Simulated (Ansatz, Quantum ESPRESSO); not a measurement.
# Evanescent states of SiC, zinc blende type, lattice constant set to 4.161 Å, part 3 of 3

Wanted: the complex band structure of SiC, zinc blende type, lattice constant set to 4.161 Å, as for a tunnel barrier.

Quantum ESPRESSO 7.5; plane-wave DFT, PBE, GBRV ultrasoft pseudopotentials; cross-check by Ansatz 0.2.0 with PAW datasets.

So far. Step 2 (Self-consistent run): The run needed 9 iterations to bring the estimated error under 1e-09 Ry.

## 4. Complex band structure

Level of this step: complex band structure by pwcond; plane-wave DFT, PBE, GBRV ultrasoft pseudopotentials (Quantum ESPRESSO).

Contents of cbs.w.in:

```
&inputcond
  outdir = './out'
  prefixl = 'scf'
  band_file = 'cbs.w'
  ikind = 0
  ewind = 1.0
  epsproj = 1e-05
  nz1 = 7
  energy0 = 4.48
  denergy = -0.16
/
4
  0.00000000 0.00000000 1.00000000
  0.50000000 0.00000000 1.00000000
  0.50000000 0.50000000 1.00000000
  0.25000000 0.00000000 1.00000000
41
```

Launch:

```bash
OMP_NUM_THREADS=1 mpirun -n 2 pwcond.x -in cbs.w.in > cbs.w.out
```

Numbers of over 12 decimals in the logs are rounded to 6 here.

What it wrote:

```text
[banner, memory and clock lines left out]
Program PWCOND v.7.5 starts
[citation notice left out]

[...]
./out/scf.save/

     IMPORTANT: XC functional enforced from input :
     Exchange-correlation= PBE
                           (   1   4   3   4   0   0   0)
     Any further DFT definition will be discarded
     Please, verify this is what you really want

     Reading collected, re-writing distributed wavefunctions

===== INPUT FILE containing the left lead =====

     GEOMETRY:

     lattice parameter (alat)  =       5.5601  a.u.
     the volume                =     243.0859 (a.u.)^3
     the cross section         =      30.9146 (a.u.)^2
     l of the unit cell        =       1.4142 (alat)
     number of atoms/cell      =            4
     number of atomic types    =            2

     crystal axes: (cart. coord. in units of alat)
               a(1) = (  1.0000  0.0000  0.0000 )
               a(2) = (  0.0000  1.0000  0.0000 )
               a(3) = (  0.0000  0.0000  1.4142 )

   Cartesian axes

     site n.     atom                  positions (alat units)
          1        Si     tau(  1)=(  0.0000  0.0000  1.4142  )
          2        C      tau(  2)=(  0.5000  0.0000  0.3536  )
          3        Si     tau(  3)=(  0.5000  0.5000  0.7071  )
          4        C      tau(  4)=(  0.0000  0.5000  1.0607  )

     nr1s                      =           24
     nr2s                      =           24
     nr3s                      =           32
     nr1sx                     =           24
     nr2sx                     =           24
     nr3sx                     =           32
     nr1                       =           25
     nr2                       =           25
     nr3                       =           36
     nr1x                      =           25
     nr2x                      =           25
     nr3x                      =           36

 _______________________________
  Radii of nonlocal spheres:

     type       ibeta     ang. mom.          radius (alat units)
       Si         1         0                    0.3099
       Si         2         0                    0.3099
       Si         3         1                    0.3099
       Si         4         1                    0.3099
       Si         5         2                    0.3099
       Si         6         2                    0.3099
       C          1         0                    0.2370
       C          2         0                    0.2370
       C          3         1                    0.2370
       C          4         1                    0.2370
----- General information -----

----- Complex band structure calculation -----

     nrx                       =           24
     nry                       =           24
     nz1                       =            7

     energy0               =         4.5E+00
     denergy               =        -1.6E-01
     nenergy               =         41
     ecut2d                =         4.0E+01
     ewind                 =         1.0E+00
     epsproj               =         1.0E-05

     number of k_|| points=    4
                       cryst. coord.
        k(    1) = (   0.0000000   0.0000000), wk =   0.2500000
        k(    2) = (   0.5000000   0.0000000), wk =   0.2500000
        k(    3) = (   0.5000000   0.5000000), wk =   0.2500000
        k(    4) = (   0.2500000   0.0000000), wk =   0.2500000
----- Information about left lead -----

     nocros                   =           18
     noins                    =           34
     norb                     =           70
     norbf                    =           70
     nrz                      =           32

      iorb      type   ibeta   ang. mom.   m       position (alat)
        1        1       1        0        1   taunew(   1)=(  0.0000  0.0000  0.0000)
        2        1       2        0        1   taunew(   2)=(  0.0000  0.0000  0.0000)
[...]
70        1       6        2        5   taunew(  70)=(  0.0000  0.0000  1.4142)
    k slab    z(k)  z(k+1)     crossing(iorb=1,norb)
    1   0.0000 0.0442 0.0442   1111111111111111110000000000000000000000000000000000000000000000000000
    2   0.0442 0.0884 0.0442   1111111111111111110000000000000000000000000000000000000000000000000000
[...]
32   1.3700 1.4142 0.0442   0000000000000000000000000000000000000000000000000000111111111111111111
 ngper, shell number =           97          16
 ngper, n2d =           97          72
---  E-Ef =    4.4800000  k =    0.0000000   0.0000000
---  ie =          1  ik =          1
 Nchannels of the left tip =            1
 Right moving states:
   k1(2pi/a)   k2(2pi/a)   E-Ef (eV)
   0.4983491  -0.0000000   4.4800000
 Left moving states:
   k1(2pi/a)   k2(2pi/a)   E-Ef (eV)
  -0.4983480   0.0000000   4.4800000

---  E-Ef =    4.3200000  k =    0.0000000   0.0000000
---  ie =          2  ik =          1
 Nchannels of the left tip =            1
 Right moving states:
   k1(2pi/a)   k2(2pi/a)   E-Ef (eV)
   0.4843814  -0.0000000   4.3200000
 Left moving states:
   k1(2pi/a)   k2(2pi/a)   E-Ef (eV)
  -0.4843802   0.0000000   4.3200000
[... further energies and points left out ...]
---  E-Ef =   -1.7600000  k =    0.2500000   0.0000000
---  ie =         40  ik =          4
 Nchannels of the left tip =            9
 Right moving states:
   k1(2pi/a)   k2(2pi/a)   E-Ef (eV)
  -0.0048228   0.0000000  -1.7600000
   0.0262937  -0.0000000  -1.7600000
   0.0435037   0.0000000  -1.7600000
   0.0451928  -0.0000000  -1.7600000
   0.0461188  -0.0000000  -1.7600000
   0.0470790  -0.0000000  -1.7600000
   0.0471345   0.0000000  -1.7600000
   0.4679946  -0.0000000  -1.7600000
   0.4829601  -0.0000000  -1.7600000
 Left moving states:
   k1(2pi/a)   k2(2pi/a)   E-Ef (eV)
   0.0048227  -0.0000000  -1.7600000
  -0.0262928  -0.0000000  -1.7600000
  -0.0435039  -0.0000000  -1.7600000
  -0.0451929  -0.0000000  -1.7600000
  -0.0461187  -0.0000000  -1.7600000
  -0.0470790   0.0000000  -1.7600000
  -0.0471345   0.0000000  -1.7600000
  -0.4680200   0.0000000  -1.7600000
  -0.4829596  -0.0000000  -1.7600000

---  E-Ef =   -1.9200000  k =    0.2500000   0.0000000
---  ie =         41  ik =          4
 Nchannels of the left tip =            9
 Right moving states:
   k1(2pi/a)   k2(2pi/a)   E-Ef (eV)
  -0.0141252   0.0000000  -1.9200000
   0.0172754  -0.0000000  -1.9200000
   0.0346410   0.0000000  -1.9200000
   0.0363446  -0.0000000  -1.9200000
   0.0372786  -0.0000000  -1.9200000
   0.0382470  -0.0000000  -1.9200000
   0.0383029   0.0000000  -1.9200000
   0.4266700  -0.0000000  -1.9200000
   0.4653860  -0.0000000  -1.9200000
 Left moving states:
   k1(2pi/a)   k2(2pi/a)   E-Ef (eV)
   0.0141253  -0.0000000  -1.9200000
  -0.0172743   0.0000000  -1.9200000
  -0.0346412  -0.0000000  -1.9200000
  -0.0363446   0.0000000  -1.9200000
  -0.0372786  -0.0000000  -1.9200000
  -0.0382470  -0.0000000  -1.9200000
  -0.0383029   0.0000000  -1.9200000
  -0.4266955   0.0000000  -1.9200000
  -0.4653856  -0.0000000  -1.9200000

[...]
```

Elapsed: 86 s, on 2 MPI ranks of Arm Neoverse N1, shared host; peak memory 0.11 GiB; 2.7 min of CPU time.

The run finished, but its numbers are not taken as the system's. The fault: channel counts that the second code doesn't bear out, a failure of the reduced basis or of the integration along z.

## 5. Cross-check with Ansatz

A second code with its own PAW datasets, on the same atoms.

Level of this step: plane-wave DFT, PBE, Ansatz PAW (Ansatz 0.2.0).

Contents of input.yaml:

```yaml
crystal:
  lattice:
    - [2.9422713165, 0.0, 0.0]
    - [0.0, 2.9422713165, 0.0]
    - [0.0, 0.0, 4.161]
  atoms:
    - { symbol: Si, position: [0.0, 0.0, 0.0] }
    - { symbol: C, position: [0.5, 0.0, 0.25] }
    - { symbol: Si, position: [0.5, 0.5, 0.5] }
    - { symbol: C, position: [0.0, 0.5, 0.75] }
kpoints:
  mp_grid: { grid: [8, 8, 6] }
hamiltonian:
  xc: pbe
scf:
  occupations: { method: fixed }
  convergence: { dr2_threshold: 1.0e-09 }
output:
  transmission:
    leads: [[0, 0]]
    kpoints: [[0, 0], [0.5, 0], [0.5, 0.5], [0.25, 0]]
    e_range: [-1.92, 4.48]
    de: 0.16
```

Launch:

```bash
ansatz run input.yaml --threads 2 --pin off --max-ram 4096MiB --backend cpu --events-out ev --progress --plain --runs-dir out
```

What it wrote:

```text
Engine: ansatz 0.2.0, aarch64-unknown-linux-gnu
Pseudopotentials: kind: paw
Pseudopotential: Si, paw, valence charge 4, recommended cutoff 420 eV (normal), Si.paw.azcp
Pseudopotential: C, paw, valence charge 4, recommended cutoff 420 eV (normal), C.paw.azcp
Functional definition: PBE
  parameter kappa = 0.804
  parameter beta = 0.066725
  exchange = pbe_x(kappa = kappa, mu = beta*pi^2/3)
  correlation = pbe_c(beta = beta)
Crystal: 4 atoms, lattice volume = 36.022 Å³
Basis set: ecut = 420 eV, 681 PW (Γ)
Bands: 12, of which v1, the nominal top of the filled ones, is band 8 counted from 1 (7 counted from 0)
Symmetry: 16 space group operations
Space group: F-43m (ITA 216), of the structure as read, at distance tolerance 3.3e-5 Å
k-points: 60 of 384 (time reversal used)
Non-local potential: Si, projectors of the file, l = 0: 2, l = 1: 2, l = 2: 2
Non-local potential: C, projectors of the file, l = 0: 2, l = 1: 2, l = 2: 1
PAW form: soft (Blöchl's): semilocal exchange-correlation on the pseudo side does not see the compensation charge
PAW one-centre angular grid: Si, 110 points (default); XC on 64 Gauss nodes
PAW one-centre angular grid: C, 110 points (default); XC on 64 Gauss nodes
Initial density: superposition of atomic densities (neutral atoms: chi_scale 0, normalization atom), corrected by the library's trained network
Initial wavefunctions: pseudopotential atomic-orbital guess
Functional: x = pbe(κ = 0.804, μ = 0.219515), c = pbe(β = 0.066725)
SCF iter   1: F=—  HF=-1773.593540 eV  |F-HF|=—  |Δ(HF+E_count)|=         —  Δρ=1.58e-3  dr2=4.30e-4  ethr=1.77e-3  ⟨swp⟩=4.1  Hψ=4133  notcnv=0  defer=118
preconditioner: auto → none  [insulator: Δε(μ)=1.214 eV  Ē_g=13.036 eV  n_scr=6 (ndim 8)  ℏωp=24.7 eV  f_vac=0.000  ε∞_Penn≈4.6]
SCF iter   2: F=—  HF=-1773.594038 eV  |F-HF|=—  |Δ(HF+E_count)|=   4.98e-4  Δρ=7.64e-4  dr2=1.11e-4  ethr=2.69e-6  ⟨swp⟩=2.1  Hψ=1732  notcnv=0  defer=120
SCF iter   3: F=—  HF=-1773.594143 eV  |F-HF|=—  |Δ(HF+E_count)|=   1.05e-4  Δρ=2.95e-4  dr2=3.18e-5  ethr=6.93e-7  ⟨swp⟩=2.0  Hψ=1247  notcnv=0  defer=120
SCF iter   4: F=—  HF=-1773.594133 eV  |F-HF|=—  |Δ(HF+E_count)|=   9.17e-6  Δρ=3.46e-5  dr2=3.33e-7  ethr=1.99e-7  ⟨swp⟩=2.1  Hψ=1109  notcnv=0  defer=4
SCF iter   5: F=—  HF=-1773.594134 eV  |F-HF|=—  |Δ(HF+E_count)|=   1.10e-6  Δρ=1.32e-5  dr2=2.50e-8  ethr=2.08e-9  ⟨swp⟩=2.5  Hψ=1198  notcnv=0
SCF iter   6: F=-1773.594134 eV  HF=-1773.594134 eV  |F-HF|=3.91e-11  |Δ(HF+E_count)|=   1.12e-8  Δρ=9.83e-7  dr2=1.39e-10  ethr=6.25e-12  ⟨swp⟩=2.4  Hψ=3318  notcnv=0
SCF 1 converged in 6 iterations: F = -1773.594134 eV  dr2 = 1.39e-10
  greatest PAW one-centre occupation: 0.665 electrons in one spin orbital (limit 2), on the C atom at site 3 (counted from 0), in its partial waves of l = 0
transmission: 6 of 24 steps passed
transmission: 12 of 24 steps passed
transmission: 18 of 24 steps passed
transmission: 24 of 24 steps passed
SCF converged after 6 iterations
Free energy (F): -1773.594134 eV
Harris-Foulkes:  -1773.594134 eV  (|F-HF|=3.91e-11)
Internal energy: -1773.594134 eV  (E = F + TS)
E sigma→0 (E₀):  -1773.594134 eV
Fermi energy:    11.318215 eV
--- Per-component energies (eV) ---
  E_band       = 80.865956
  E_kinetic    = 287.498191
  E_local      = -192.089267  (includes V_loc(G=0)·N_el)
  E_nonlocal   = 107.842063
  E_hartree    = 61.492476
  E_xc         = -216.217593
  E_vxc        = -225.490009  (∫ρ·V_xc dr)
  E_paw        = -1225.586651  (= ΣΔE_a)
  E_vpaw       = -19.880060  (= ΣTr[D̂ρ^β])
  E_aug_tail   = 0.000035  (compensation charges beyond the density's cutoff)
  E_ewald      = -596.533388
  E_smearing   = -0.000000  (= −TS)
  E_closure    = 0.000000  (closes the sum)
  Σ components = -1773.594134   (vs F -1773.594134, Δ=0.00e0)
--- Band table (eV; the first three rows and the last of 60) ---
  k-point 0: bands = [... 4 lower, 7.8644, 11.3182, 11.3182, 11.3182, 12.5368, 16.1599, 19.1712, 19.6610]
  k-point 1: bands = [... 4 lower, 8.0249, 10.8060, 10.9535, 10.9535, 12.9160, 16.3850, 18.9708, 19.7867]
  k-point 2: bands = [... 4 lower, 8.4944, 9.5723, 10.1239, 10.1239, 14.0537, 17.0698, 17.6449, 19.8005]
  k-point 59: bands = [... 4 lower, 5.6706, 5.6706, 6.0825, 6.0825, 16.7268, 16.7268, 21.7571, 21.7571]
--- Transmission ---
  basis      : 69 plane waves across, 6 finite elements along
  points     : 4, as listed
  energies   : 41 from -1.920000 to 4.480000 eV about the Fermi level, 0.160000 eV apart; the leads are filled to 0.609278 eV, and channels, transmission and decay are at 0.640000 eV
  crystal 0  : C2Si2, at the sites [0, 0], period 4.1610 Å: whole cells are its period
    offset         : up to 0.0000 Å between an atom of the period and one for which it stands
    channels       : 0.000000e0 a spin
    conductance    : none, the energies end too early or step too widely for 300 K: set another output.transmission.e_range or a lower de, or, where they end at an eighth of basis.ecutwfc, a higher one
    slowest decay  : 0.1723 /Å at (0.5000, 0.5000)
```

Wall time 9 s (2 threads); peak memory 0.31 GiB; 17 s of CPU time.

This step gave:

```
free energy                                      : -1773.5941 eV
gap by band count                                : 1.219 eV
symmetry operations                              : 16
slowest decay at the grid energy nearest mid-gap : 0.1723 Å⁻¹
peak of the smallest κ at the zone centre        : 0.2657 Å⁻¹
peak of the smallest κ at (1/4, 0)               : 0.4265 Å⁻¹
valence top, on the run's zero                   : 11.32 eV
```

K across = (0, 0) in the cell's reciprocal vectors; values within 0.0025 1/Å of each other count once, columns are sorted by size at each energy, a dash where no further value was kept. Im kz of the slowest decaying states against energy, zero at the highest filled level of the SCF mesh:

```csv
energy (eV),decay 1 (Å⁻¹),decay 2 (Å⁻¹),decay 3 (Å⁻¹)
-1.92,0.764,1.36,-
-1.76,0.741,1.35,-
-1.44,0.695,1.32,-
-1.28,0.671,1.30,-
-0.96,0.623,1.27,-
-0.80,0.597,1.25,-
-0.64,0.571,1.23,-
-0.32,0.517,1.20,-
-0.16,0.488,1.18,-
0.00,0.00744,0.01,0.458
0.32,0.187,0.218,0.391
0.48,0.226,0.263,0.354
0.80,0.266,0.284,0.327
0.96,0.209,0.307,0.352
1.12,0.129,0.327,0.374
1.44,0.360,0.409,0.978
1.60,0.374,0.424,0.955
1.76,0.387,0.436,0.932
2.08,0.407,0.458,0.883
2.24,0.416,0.466,0.857
2.56,0.430,0.481,0.803
2.72,0.436,0.486,0.775
2.88,0.441,0.491,0.745
3.20,0.448,0.498,0.682
3.36,0.451,0.500,0.648
3.52,0.452,0.502,0.612
3.84,0.453,0.502,0.533
4.00,0.453,0.488,0.502
4.32,0.384,0.450,0.499
4.48,0.320,0.448,0.496
```

K across = (0, 0) in the cell's reciprocal vectors. Table of Re kz of states that move upwards by energy, zero at the highest filled level of the SCF mesh:

```csv
energy (eV),channel 1 (Å⁻¹),channel 2 (Å⁻¹),channel 3 (Å⁻¹)
-1.92,-0.705,-0.705,-0.533
-1.76,-0.659,-0.659,-0.506
-1.60,-0.615,-0.615,-0.478
-1.44,-0.571,-0.571,-0.449
-1.28,-0.527,-0.527,-0.419
-1.12,-0.483,-0.483,-0.388
-0.96,-0.438,-0.438,-0.355
-0.64,-0.344,-0.344,-0.284
-0.48,-0.292,-0.292,-0.243
-0.32,-0.234,-0.234,-0.196
-0.16,-0.163,-0.163,-0.137
0.00,-,-,-
0.16,-,-,-
0.32,-,-,-
0.48,-,-,-
0.64,-,-,-
0.80,-,-,-
0.96,-,-,-
1.12,-,-,-
1.44,0.193,-,-
1.60,0.252,-,-
1.76,0.301,-,-
1.92,0.342,-,-
2.08,0.379,-,-
2.24,0.413,-,-
2.40,0.444,-,-
2.56,0.473,-,-
2.72,0.501,-,-
2.88,0.527,-,-
3.04,0.552,-,-
3.20,0.577,-,-
3.52,0.624,-,-
3.68,0.646,-,-
3.84,0.668,-,-
4.00,0.690,-,-
4.16,0.711,-,-
4.32,0.732,-,-
4.48,0.753,-,-
```

K across = (1/2, 0) in the cell's reciprocal vectors; values within 0.0025 1/Å of each other count once, columns are sorted by size at each energy, a dash where no further value was kept. Table of Im kz of the slowest decaying states by energy, zero at the highest filled level of the SCF mesh:

```csv
energy (eV),decay 1 (Å⁻¹),decay 2 (Å⁻¹),decay 3 (Å⁻¹)
-1.92,0.784,1.48,-
-1.76,0.716,1.47,-
-1.44,0.509,1.44,-
-1.28,0.282,1.42,-
-0.96,0.0970,0.370,1.38
-0.80,0.148,0.510,1.37
-0.64,0.184,0.589,1.35
-0.32,0.237,0.681,1.31
-0.16,0.258,0.710,1.30
0.00,0.277,0.733,1.28
0.32,0.308,0.766,1.24
0.48,0.322,0.777,1.22
0.80,0.346,0.793,1.18
0.96,0.356,0.798,1.16
1.12,0.366,0.802,1.14
1.44,0.382,0.805,1.10
1.60,0.389,0.805,1.08
1.76,0.396,0.804,1.06
2.08,0.407,0.799,1.02
2.24,0.411,0.796,0.993
2.56,0.418,0.787,0.947
2.72,0.420,0.781,0.923
2.88,0.422,0.775,0.899
3.20,0.424,0.760,0.849
3.36,0.424,0.752,0.823
3.52,0.423,0.743,0.796
3.84,0.420,0.724,0.741
4.00,0.417,0.712,-
4.32,0.409,0.651,0.690
4.48,0.403,0.618,0.678
```

K across = (1/2, 1/2) in the cell's reciprocal vectors; values within 0.0025 1/Å of each other count once, columns are sorted by size at each energy, a dash where no further value was kept. Im kz of the slowest decaying states against energy, zero at the highest filled level of the SCF mesh:

```csv
energy (eV),decay 1 (Å⁻¹),decay 2 (Å⁻¹)
-1.92,0.272,0.344
-1.76,0.276,0.355
-1.44,0.280,0.373
-1.28,0.280,0.380
-0.96,0.276,0.392
-0.80,0.272,0.397
-0.64,0.267,0.400
-0.32,0.254,0.406
-0.16,0.245,0.408
0.00,0.234,0.409
0.32,0.208,0.409
0.48,0.192,0.408
0.80,0.149,0.405
0.96,0.118,0.403
1.12,0.0741,0.400
1.44,0.392,-
1.60,0.387,-
1.76,0.382,-
2.08,0.370,-
2.24,0.363,-
2.56,0.346,-
2.72,0.337,-
2.88,0.327,-
3.20,0.305,-
3.36,0.292,-
3.52,0.278,-
3.84,0.246,-
4.00,0.227,-
4.32,0.182,-
4.48,0.152,-
```

K across = (1/4, 0) in the cell's reciprocal vectors; values within 0.0025 1/Å of each other count once, columns are sorted by size at each energy, a dash where no further value was kept. Im kz of the slowest decaying states against energy, zero at the highest filled level of the SCF mesh:

```csv
energy (eV),decay 1 (Å⁻¹),decay 2 (Å⁻¹),decay 3 (Å⁻¹)
-1.92,0.0911,1.13,-
-1.76,0.0704,1.11,-
-1.44,1.07,-,-
-1.28,1.04,-,-
-0.96,1.00,-,-
-0.80,0.979,-,-
-0.64,0.957,-,-
-0.32,0.164,0.911,1.49
-0.16,0.204,0.888,1.47
0.00,0.183,0.235,0.864
0.32,0.284,0.331,0.815
0.48,0.305,0.380,0.789
0.80,0.338,0.457,0.737
0.96,0.353,0.489,0.710
1.12,0.366,0.517,0.682
1.44,0.388,0.567,0.624
1.60,0.398,0.589,0.594
1.76,0.406,0.562,0.610
2.08,0.421,0.494,0.649
2.24,0.426,0.457,0.667
2.56,0.373,0.436,0.703
2.72,0.324,0.440,0.722
2.88,0.267,0.442,0.742
3.20,0.0671,0.446,0.792
3.36,0.447,0.835,0.936
3.52,0.447,0.878,1.33
3.84,0.445,0.862,1.30
4.00,0.443,0.853,1.28
4.32,0.437,0.834,1.24
4.48,0.433,0.824,1.22
```

## 6. The arithmetic

T falls as exp(−2κd). With κ = 0.177 1/Å, 10 Å of barrier pass exp(−2 × 0.177 × 10) = 0.029 of that channel, interfaces aside.

## 7. Summary of results

| Item | Value |
| --- | --- |
| gap on the SCF mesh | 1.23 eV |
| smallest κ at mid-gap among the four k points, at (1/2, 1/2) | 0.177 Å⁻¹ |
| peak of the smallest κ in the stop band at the zone centre | 0.270 Å⁻¹ |
| peak of the smallest κ in the stop band at (1/4, 0) | 0.427 Å⁻¹ |
| energy of the peak at the zone centre, over the highest filled level | 0.80 eV |
| peak at the zone centre by Ansatz | 0.266 Å⁻¹ |

What this shows: With a gap of 1.23 eV on the mesh, the smallest κ at mid-gap among the four k points, at (1/2, 1/2) is 0.177 Å⁻¹ (PBE, GBRV ultrasoft). For a barrier with the Fermi level at mid-gap the slowest state found, at (1/2, 1/2), loses a factor of ten in probability every 6.5 Å or so. Stop bands away from the zone centre are mostly wider than the gap, so their peaks can lie above the conduction bottom. The X valleys along [100] and [010] project onto (1/2, 1/2) in this cell. At the zone centre pwcond's peak is 0.270 and Ansatz's 0.266 1/Å, 2 % apart. The cell is the a/√2 one, turned by 45°, with two primitive cells, so X along [001] folds onto kz = 0. A semilocal gap is too small, often by a third to a half and by more in narrow-gap crystals, so real barriers decay faster.

[Logs are printed without paths, hosts, clocks, repeated set-up lines and the standing remarks that a program may print on its own settings, such as how far it seeks lower states.]

[Hosts, paths, dates, database ids (printed as entryN), source tags and the programs' standing remarks are cut or masked in the printed files.]

[Maps of the electrostatic potential energy from Ansatz leave out the sawtooth potential of an applied field or a dipole correction, so their vacuum need not be flat; planar profiles and work functions include it.]
